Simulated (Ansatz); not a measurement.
# Work function of Ag by crystal face

Does the work function of Ag follow how densely a face is packed, and which functional comes nearest to experiment?

Measured values are compiled ones, as quoted in “Anisotropic work function of elemental crystals” (2019, arxiv:1902.07811).

Set-up. Ansatz 0.2.0, plane waves with PAW datasets (its set soft_2) at their recommended cutoffs; symmetric slabs of 7 layers (11 for bcc (111)) cut at the tabulated experimental lattice constant, atoms at bulk places, 18 Å of vacuum, k-spacing 0.16 Å⁻¹ (2π included), Fermi-Dirac smearing of 0.1 eV, SCF threshold 1e-9 eV; spin-polarised where the metal is Fe, Co or Ni. The work function is the vacuum level less the Fermi level; differences are formed before rounding.

The runs side by side:

```tsv
face	atoms per nm²	LDA (eV)	PBEsol (eV)	r2SCAN (eV)	PBE (eV)	RPBE (eV)	PBE, relaxed (eV)	measured (eV)
(111)	13.8	4.87	4.58	4.41	4.45	4.25	4.49	4.53
(100)	12.0	4.72	4.42	4.25	4.30	4.09	4.29	4.36
(110)	8.5	4.54	4.24	4.05	4.12	3.92	4.12	4.1
```

**Reading.** With PBE the work function runs from 4.45 eV on (111) to 4.12 eV on (110). It falls with the atom density, as Smoluchowski smoothing would have it: on an open face electrons flow from the ridges into the troughs, which weakens the surface dipole. All functionals in the table give the same order. LDA lies 0.42 eV above PBE. With the layers relaxed PBE misses the measured values by 0.02 to 0.07 eV. Against the 3 measured values on unreconstructed faces, PBE comes nearest (mean absolute error 0.05 eV). PBEsol and r2SCAN are within 0.1 eV of PBE's error, inside the spread of measured values. For (111), (100) and (110) the measured order is the one that PBE gives. Relaxing all layers with PBE (forces under 0.01 eV/Å) moves the values by 0.00 to +0.04 eV.

**Limits.** Slabs this thin leave size errors that can reach a tenth of an eV or more. Compiled measured values differ between sources by a tenth of an eV or more. The functionals share one unrelaxed geometry at the tabulated experimental lattice constant; the relaxed column keeps that in-plane lattice, which is not PBE's own.

[Logs are printed without paths, hosts, clocks, repeated set-up lines and the standing remarks that a program may print on its own settings, such as how far it seeks lower states.]
